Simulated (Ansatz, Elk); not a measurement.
# How far do independent atoms describe AlSi?

The structure of AlSi used here is made up (a known structure type with other elements) and was relaxed beforehand with PBE. The aim is the Fourier transform of its all-electron density, F(hkl), set beside the sum over free spherical atoms that refinements use.

Calculated with Elk 11.2.3 (patched build); DFT, PBE, all-electron APW+lo, Dirac cores, scalar-relativistic bands, static density, no spin.

The structure was built from a prototype and need not be the compound's stable phase.

### Step 1. Starting point

Symmetry: P6/mmm, No. 191, hexagonal system. Conventional cell: a = 5.381 Å, b = 5.381 Å, c = 4.294 Å, α = 90.00°, β = 90.00°, γ = 120.00°. Nearest to Si lie 6 Al at 2.69 Å. Si has 6 Al at 2.65 Å nearest. Nearest to Al lie 6 Si at 2.65 to 2.69 Å and 4 Al at 2.69 Å. Farther neighbours are not listed.

### Step 2. Ground state and structure factors

An all-electron density is needed, since X-rays see the cores too. Task 0 finds the density and task 195 Fourier-transforms it; tshift is off so that phases refer to the origin typed.

elk.in reads:

```
tasks
  0
  195

xctype
  20

spinpol
  .false.

rgkmax
  7.0

gmaxvr
  14.0

lmaxo
  7

lmaxapw
  8

swidth
  0.002

tshift
  .false.

ramdisk
  .false.

hmaxvr
  5.5

maxscl
  120

epspot
  1e-06

sppath
  './'

avec
  10.16806318305 0.00000000000 0.00000000000
  -5.08403159152 8.80580102380 0.00000000000
  0.00000000000 0.00000000000 8.11511618447

atoms
  2
  'Si.in'
  3
  0.0000000000 0.0000000000 0.0000000000   0.000000 0.000000 0.000000
  0.6666666667 0.3333333333 0.5000000000   0.000000 0.000000 0.000000
  0.3333333333 0.6666666667 0.5000000000   0.000000 0.000000 0.000000
  'Al.in'
  3
  -0.0000000000 0.5000000000 0.0000000000   0.000000 0.000000 0.000000
  0.5000000000 0.5000000000 0.0000000000   0.000000 0.000000 0.000000
  0.5000000000 0.0000000000 0.0000000000   0.000000 0.000000 0.000000

ngridk
  5 5 5
```

Command:

```console
$ OMP_NUM_THREADS=4 elk
```

Numbers of over 12 decimals in the logs are rounded to 6 here.

The log of the run:

```text
┌─────────────────────────┐
│ Elk code version 11.2.3 │
└─────────────────────────┘

All units are atomic (Hartree, Bohr, etc.)

┌─────────────────────────────────────────────────┐
│ Ground-state run starting from atomic densities │
└─────────────────────────────────────────────────┘

Lattice vectors :
   10.16806318       0.000000000       0.000000000
  -5.084031592       8.805801024       0.000000000
   0.000000000       0.000000000       8.115116184

Reciprocal lattice vectors :
  0.6179333462      0.3567639838      -0.000000000
   0.000000000      0.7135279676       0.000000000
   0.000000000      -0.000000000      0.7742569748

Unit cell volume      :    726.6107957
Brillouin zone volume :   0.3413797523

Muffin-tin inner radius fraction :   0.1000000000E-01

Nuclei treated as point charges

Species : 1 (Si)
 parameters loaded from : Si.in
 name : silicon
 nuclear charge    :   -14.00000000
 electronic charge :    14.00000000
 atomic mass :    51196.73458
 muffin-tin radius :    2.200000000
 number of radial points in muffin-tin :    793
 inner part over the whole radius :   0.9899632250E-02
 number on inner part of muffin-tin    :    553
 approximate nuclear radius :   0.5963282101E-04
 number of mesh points to nuclear radius :    246
 atomic positions (lattice), magnetic fields (Cartesian) :
  1 :   0.00000000  0.00000000  0.00000000    0.00000000  0.00000000  0.00000000
  2 :  -0.33333333  0.33333333  0.50000000    0.00000000  0.00000000  0.00000000
  3 :   0.33333333 -0.33333333  0.50000000    0.00000000  0.00000000  0.00000000

Species : 2 (Al)
 parameters loaded from : Al.in
 name : aluminium
 nuclear charge    :   -13.00000000
 electronic charge :    13.00000000
 atomic mass :    49184.33496
 muffin-tin radius :    2.200000000
 number of radial points in muffin-tin :    793
 inner part over the whole radius :   0.9821194981E-02
 number on inner part of muffin-tin    :    552
 approximate nuclear radius :   0.5839653600E-04
 number of mesh points to nuclear radius :    244
 atomic positions (lattice), magnetic fields (Cartesian) :
  1 :   0.00000000  0.50000000  0.00000000    0.00000000  0.00000000  0.00000000
  2 :   0.50000000  0.50000000  0.00000000    0.00000000  0.00000000  0.00000000
  3 :   0.50000000  0.00000000  0.00000000    0.00000000  0.00000000  0.00000000

Total number of atoms per unit cell :    6
Total muffin-tin volume :    267.6134286
 ratio of muffin-tin to unit cell volume :   0.3683036781

Spin treatment :
 spin-unpolarised

Number of Bravais lattice symmetries :   24
Number of crystal symmetries         :   24
Crystal has inversion symmetry
Real symmetric eigensolver will be used

k-point grid :      5     5     5
k-point offset :    0.000000000       0.000000000       0.000000000
k-point set is reduced with full crystal symmetry group
Total number of k-points :       15

Muffin-tin radius times maximum |G+k| :    7.000000000
 using average radius
Maximum |G+k| for APW functions       :    3.181818182
Maximum (1/2)|G+k|²                   :    5.061983471
Maximum |G| for potential and density :    14.00000000
Constant for pseudocharge density :    8
 order of it for each species :   15  15
 order of it for pair densities of each species (exact exchange by exxq0 0: 16) :   10  10
Radial integration step length :    1

G-vector grid sizes :     48    48    40
Number of G-vectors :    33601

Maximum angular momentum used for
 APW functions            :    8
 outer part of muffin-tin :    7
 inner part of muffin-tin :    2

Total nuclear charge    :   -81.00000000
Total core charge       :    42.00000000
Total valence charge    :    39.00000000
Total excess charge     :    0.000000000
Total electronic charge :    81.00000000

Effective Wigner radius, rₛ :    1.288969792

Number of empty states         :     24
Total number of valence states :     44
Total number of core states    :     42

Third-order local-orbitals added for an l without core states : T
Total number of local-orbitals :     42

[...]
xc potential                :     -156.03150740157
 exchange                    :     -115.28814930752
 correlation                 :     -3.199898
 electron entropic           :    -0.14240876375815E-02
 total energy                :     -1600.6616518884

Density of states at Fermi energy :    110.8151809
 (states/Hartree/unit cell)

Estimated indirect band gap :   0.7722686488E-03
 from k-point 6 to k-point 7
Estimated direct band gap   :   0.8171315308E-02
 at k-point 7

Charges :
 core                        :    42.00000000
 valence                     :    39.00000000
 interstitial                :    10.81931545
 muffin-tins (core leakage)
  species : 1 (Si)
[...]
species : 2 (Al)
[...]
total in muffin-tins        :    70.18068455
 total calculated charge     :    80.99435931
 total charge                :    81.00000000
 error                       :   0.5640689566E-02

RMS change in Kohn-Sham potential (target) :   0.7015123957     (  0.1000000000E-05)
Absolute change in total energy (target)   :    1.243726525     (  0.1000000000E-03)

[... loops 3 to 13 left out ...]

┌──────────────────┐
│ Loop number : 14 │
└──────────────────┘

Energies :
 Fermi                       :     0.243663
 sum of occupied eigenvalues :     -864.21410855574
 electron kinetic            :      1602.3025566957
 core electron kinetic       :      1399.1124422719
 Coulomb                     :     -3082.2964407075
 Coulomb potential           :     -2313.5365848587
 nuclear-nuclear             :     -303.69864631652
 electron-nuclear            :     -3250.2324887175
 Hartree                     :      471.63469432654
 Madelung                    :     -1925.5281482782
 xc potential                :     -152.98008039279
 exchange                    :     -115.28263967072
 correlation                 :     -3.199679
 electron entropic           :    -0.12291518014775E-02
 total energy                :     -1598.4774315612

Density of states at Fermi energy :    93.80161839
 (states/Hartree/unit cell)

Estimated indirect band gap :   0.2197534976E-02
 from k-point 2 to k-point 11
Estimated direct band gap   :   0.6737322553E-02
 at k-point 11

Charges :
 core                        :    42.00000000
 valence                     :    39.00000000
 interstitial                :    10.80060451
 muffin-tins (core leakage)
  species : 1 (Si)
[...]
species : 2 (Al)
[...]
total in muffin-tins        :    70.19939549
 total calculated charge     :    80.99455666
 total charge                :    81.00000000
 error                       :   0.5443340799E-02

RMS change in Kohn-Sham potential (target) :   0.3468584827E-06 (  0.1000000000E-05)
Absolute change in total energy (target)   :   0.5611806978E-04 (  0.1000000000E-03)

Convergence targets achieved

┌──────────────────┐
│ Loop number : 15 │
└──────────────────┘

Energies :
 Fermi                       :     0.243663
 sum of occupied eigenvalues :     -864.21410248191
 electron kinetic            :      1602.3025601381
 core electron kinetic       :      1399.1124413874
 Coulomb                     :     -3082.2964377738
 Coulomb potential           :     -2313.5365811440
 nuclear-nuclear             :     -303.69864631652
 electron-nuclear            :     -3250.2324865142
 Hartree                     :      471.63469505690
 Madelung                    :     -1925.5281472018
 xc potential                :     -152.98008147602
 exchange                    :     -115.28263957436
 correlation                 :     -3.199679
 electron entropic           :    -0.12291519846314E-02
 total energy                :     -1598.4774250759

Density of states at Fermi energy :    93.80163013
 (states/Hartree/unit cell)

Estimated indirect band gap :   0.2197543751E-02
 from k-point 2 to k-point 11
Estimated direct band gap   :   0.6737279459E-02
 at k-point 11

Charges :
 core                        :    42.00000000
 valence                     :    39.00000000
 interstitial                :    10.80060390
 muffin-tins (core leakage)
  species : 1 (Si)
[...]
species : 2 (Al)
   atom 1                    :    11.29000362     (  0.4748442088E-03)
   atom 2                    :    11.29000362     (  0.4748442088E-03)
   atom 3                    :    11.29000362     (  0.4748442088E-03)
 total in muffin-tins        :    70.19939610
 total calculated charge     :    80.99455666
 total charge                :    81.00000000
 error                       :   0.5443341137E-02

┌──────────────────────────────┐
│ Self-consistent loop stopped │
└──────────────────────────────┘

Warning : core states of species 1 leak from the muffin-tin :   0.1315021052E-02

Warning : core states of species 2 leak from the muffin-tin :   0.4748442088E-03

Wrote STATE.OUT
```

Run time: 22 s. Hardware: 4 threads of Arm Neoverse V1, shared host; peak memory 0.16 GiB; 49 s of CPU time.

SFACRHO.OUT:

```text

h k l indices transformed by vhmat matrix:
   1.000000000       0.000000000       0.000000000    
   0.000000000       1.000000000       0.000000000    
   0.000000000       0.000000000       1.000000000    

      h      k      l  multipl.   |H|            Re(F)            Im(F)           |F|

      0      0      0      1   0.0000000       80.999997      0.39714093E-16   80.999997    
      0      1      0      6  0.71352797      -11.196675      0.49687000E-14   11.196675    
      0      0     -1      2  0.77425697       21.095973     -0.11075924E-13   21.095973    
      0      1     -1     12   1.0528989       11.354251      0.23238294E-14   11.354251    
     -1      2      0      6   1.2358667       20.610012     -0.14339132E-13   20.610012    
      0      2      0      6   1.4270559       26.544546     -0.18513986E-14   26.544546    
      1     -2     -1     12   1.4583691      -18.101456     -0.82104436E-14   18.101456    
      0      0      2      2   1.5485139       53.060101     -0.19806063E-13   53.060101    
      2      0     -1     12   1.6235648       43.038401     -0.64930817E-14   43.038401    
      1      0      2     12   1.7049978      -8.0947501      0.11573386E-13   8.0947501    
     -3      1      0     12   1.8878176      -8.1914361     -0.52426290E-14   8.1914361    
      1     -2      2     12   1.9812274       16.687211     -0.32753248E-14   16.687211    
     -2     -1     -1     24   2.0404237       8.5024977      0.15125295E-13   8.5024977    
     -2      2      2     12   2.1057977       23.031517     -0.19071658E-14   23.031517    
      0     -3      0      6   2.1405839       16.239320      0.17621794E-14   16.239320    
     -3      0      1     12   2.2763069      -15.187288     -0.10774190E-13   15.187288    
      0      0      3      2   2.3227709       14.459623      0.54767736E-14   14.459623    
      0      1     -3     12   2.4298944       7.9319721     -0.20285463E-14   7.9319721
```

Elk indexes on the primitive cell of elk.in and gives |H| = 4π sin θ/λ in inverse bohr. Below, one row stands for each form hkl of the conventional cell (m members, Friedel mates merged), F is for one primitive cell and the density is static (no thermal factor). Free-atom factors are Waasmaier and Kirfel's, and R is Σm||F|−|F'||/Σm|F|.

| hkl | m | sin θ/λ (Å⁻¹) | abs F, DFT | neutral atoms | diff. |
| --- | --- | --- | --- | --- | --- |
| 100 | 6 | 0.107 | 11.197 | 11.044 | +0.152 |
| 001 | 2 | 0.116 | 21.096 | 20.789 | +0.307 |
| 101 | 12 | 0.158 | 11.354 | 11.238 | +0.116 |
| 110 | 6 | 0.186 | 20.610 | 20.470 | +0.140 |
| 200 | 6 | 0.215 | 26.544 | 26.820 | -0.276 |
| 111 | 12 | 0.219 | 18.102 | 18.204 | -0.103 |
| 002 | 2 | 0.233 | 53.060 | 53.397 | -0.337 |
| 201 | 12 | 0.244 | 43.038 | 43.501 | -0.462 |
| 102 | 12 | 0.256 | 8.095 | 8.384 | -0.289 |
| 210 | 12 | 0.284 | 8.191 | 8.056 | +0.136 |
| 112 | 12 | 0.298 | 16.687 | 16.865 | -0.178 |
| 211 | 24 | 0.307 | 8.502 | 8.511 | -0.009 |
| 202 | 12 | 0.317 | 23.032 | 23.053 | -0.021 |
| 300 | 6 | 0.322 | 16.239 | 16.340 | -0.101 |
| 301 | 12 | 0.342 | 15.187 | 15.176 | +0.011 |
| 003 | 2 | 0.349 | 14.460 | 14.266 | +0.194 |
| 103 | 12 | 0.365 | 7.932 | 7.939 | -0.007 |
| 212 | 24 | 0.367 | 7.129 | 7.127 | +0.002 |

### Step 3. The highest occupied states alone

An energy window below the Fermi level keeps the highest occupied states, to see at which angles they scatter; shallow core shells can lie inside it and anion s states outside. No new self-consistency is needed.

elk.in, as its differences from that of step 2:

```diff
@@ -1,3 +1,2 @@
 tasks
-  0
   195
@@ -40,2 +39,5 @@
 
+wsfac
+  -0.197330 0.543660
+
 sppath
```

Command:

```console
$ OMP_NUM_THREADS=4 elk
```

The log of the run:

```text
┌─────────────────────────────────┐
│ Elk code version 11.2.3 started │
└─────────────────────────────────┘

Info(readinput): the functional depends on the density's gradient
 muffin-tin radial points multiplied by    2.00000
 (not where nrmtscf is given)

┌────────────────────┐
│ Current task : 195 │
└────────────────────┘

Info(sfacrho): density structure factors written to SFACRHO.OUT

 Energy window :  -0.1973300000      0.5436600000

┌──────────────────┐
│ Elk code stopped │
└──────────────────┘
```

Run time: 9.8 s. Hardware: 4 threads; peak memory 0.16 GiB.

States within 12 eV below the Fermi level hold 20.98 electrons; any levels below the window count with the cores. Their amplitudes can exceed the total, where window and core parts have opposite phase:

| hkl | sin θ/λ (Å⁻¹) | abs F, window | abs F, all |
| --- | --- | --- | --- |
| 100 | 0.107 | 1.506 | 11.197 |
| 001 | 0.116 | 1.898 | 21.096 |
| 101 | 0.158 | 1.756 | 11.354 |
| 110 | 0.186 | 1.877 | 20.610 |
| 200 | 0.215 | 0.018 | 26.544 |
| 111 | 0.219 | 0.285 | 18.102 |
| 002 | 0.233 | 0.361 | 53.060 |
| 201 | 0.244 | 0.206 | 43.038 |
| 102 | 0.256 | 0.318 | 8.095 |
| 210 | 0.284 | 0.081 | 8.191 |

### Step 4. Another functional

The difference from free atoms is small, so it is set against the change that LDA (Perdew-Wang) makes.

elk.in, as its differences from that of step 3:

```diff
@@ -1,2 +1,3 @@
 tasks
+  0
   195
@@ -4,3 +5,3 @@
 xctype
-  20
+  3
 
@@ -39,5 +40,2 @@
 
-wsfac
-  -0.197330 0.543660
-
 sppath
```

Command:

```console
$ OMP_NUM_THREADS=4 elk
```

The log of the run:

```text
┌─────────────────────────┐
│ Elk code version 11.2.3 │
└─────────────────────────┘

All units are atomic (Hartree, Bohr, etc.)

┌─────────────────────────────────────────────────┐
│ Ground-state run starting from atomic densities │
└─────────────────────────────────────────────────┘

Lattice vectors :
   10.16806318       0.000000000       0.000000000
  -5.084031592       8.805801024       0.000000000
   0.000000000       0.000000000       8.115116184

Reciprocal lattice vectors :
  0.6179333462      0.3567639838      -0.000000000
[...]
species : 2 (Al)
[...]
atom 2                    :    11.31119156     (  0.5032999477E-03)
   atom 3                    :    11.31119156     (  0.5032999477E-03)
 total in muffin-tins        :    70.30381702
 total calculated charge     :    80.99439254
 total charge                :    81.00000000
 error                       :   0.5607457007E-02

┌──────────────────────────────┐
│ Self-consistent loop stopped │
└──────────────────────────────┘

Warning : core states of species 1 leak from the muffin-tin :   0.1340476409E-02

Warning : core states of species 2 leak from the muffin-tin :   0.5032999477E-03

Wrote STATE.OUT
[key lines of the parts left out:]
total energy                :     -1592.7879447172
```

The job ended after 15 s (4 threads; peak memory 0.16 GiB; 35 s of CPU time).

Against the first run R = 0.18 %; the largest change is -0.086 at 222.

### Step 5. Basis size

The basis and the expansions that go with it are enlarged, to see whether the differences are converged.

elk.in, as its differences from that of step 4:

```diff
@@ -5,3 +5,3 @@
 xctype
-  3
+  20
 
@@ -11,12 +11,12 @@
 rgkmax
-  7.0
+  8.5
 
 gmaxvr
-  14.0
+  18.0
 
 lmaxo
-  7
+  9
 
 lmaxapw
-  8
+  10
```

Command:

```console
$ OMP_NUM_THREADS=4 elk
```

The log of the run:

```text
┌─────────────────────────┐
│ Elk code version 11.2.3 │
└─────────────────────────┘

All units are atomic (Hartree, Bohr, etc.)

┌─────────────────────────────────────────────────┐
│ Ground-state run starting from atomic densities │
└─────────────────────────────────────────────────┘

Lattice vectors :
   10.16806318       0.000000000       0.000000000
  -5.084031592       8.805801024       0.000000000
   0.000000000       0.000000000       8.115116184

Reciprocal lattice vectors :
  0.6179333462      0.3567639838      -0.000000000
[...]
species : 2 (Al)
[...]
atom 2                    :    11.29042960     (  0.4747903745E-03)
   atom 3                    :    11.29042960     (  0.4747903745E-03)
 total in muffin-tins        :    70.20142474
 total calculated charge     :    80.99463687
 total charge                :    81.00000000
 error                       :   0.5363128185E-02

┌──────────────────────────────┐
│ Self-consistent loop stopped │
└──────────────────────────────┘

Warning : core states of species 1 leak from the muffin-tin :   0.1315082574E-02

Warning : core states of species 2 leak from the muffin-tin :   0.4747903745E-03

Wrote STATE.OUT
[key lines of the parts left out:]
total energy                :     -1598.4786483475
```

Run time: 62 s. Hardware: 4 threads; peak memory 0.36 GiB.

Against the first run R = 0.00 %; the largest change is -0.002 at 004.

### Step 6. Settings against the effect

| run | R against the first run (%) | R against neutral atoms, low angle (%) | wall time |
| --- | --- | --- | --- |
| PBE, rgkmax 7 | 0.00 | 1.14 | 22 s |
| LDA (Perdew-Wang) | 0.18 | 1.10 | 15 s |
| rgkmax 8.5 with larger expansions | 0.00 | 1.14 | 62 s |

### Step 7. Results

```yaml
r_against_neutral_atoms_sin_theta_lambda_0p3_a_minus1: 1.14 %
r_against_neutral_atoms_0p3_to_0p82_a_minus1: 0.13 %
```

In words: Independent neutral atoms miss the calculated amplitudes by R = 1.14 % below 0.3 Å⁻¹ and 0.13 % from there to 0.82 Å⁻¹; by shells, 1.40 % below 0.15 Å⁻¹ (2 forms), 1.12 % 0.15 to 0.3 (9 forms), 0.14 % 0.3 to 0.45 (17 forms), 0.13 % above 0.45 (105 forms). Bonding, aspherical density and the tables' own atoms all enter these figures, and the runs don't part them. The largest change of an amplitude is -0.46 electrons, at 201. The window's part falls from 21.0 electrons at the origin to at most 0.41 between 0.45 and 0.82 Å⁻¹. Below 0.3 Å⁻¹ the changes that finished (LDA (Perdew-Wang) and rgkmax 8.5 with larger expansions) move F by R = 0.06 % at most, against the 1.14 % that separates it from free atoms. The k-mesh has no finished test. Part of the difference isn't bonding: the tables are fits to free atoms and ions calculated by other methods than this functional. Thermal motion, anomalous dispersion and extinction are left out.

[Logs are printed without paths, hosts, clocks, repeated set-up lines and the standing remarks that a program may print on its own settings, such as how far it seeks lower states.]

[Hosts, paths, dates, database ids (printed as entryN), source tags and the programs' standing remarks are cut or masked in the printed files.]
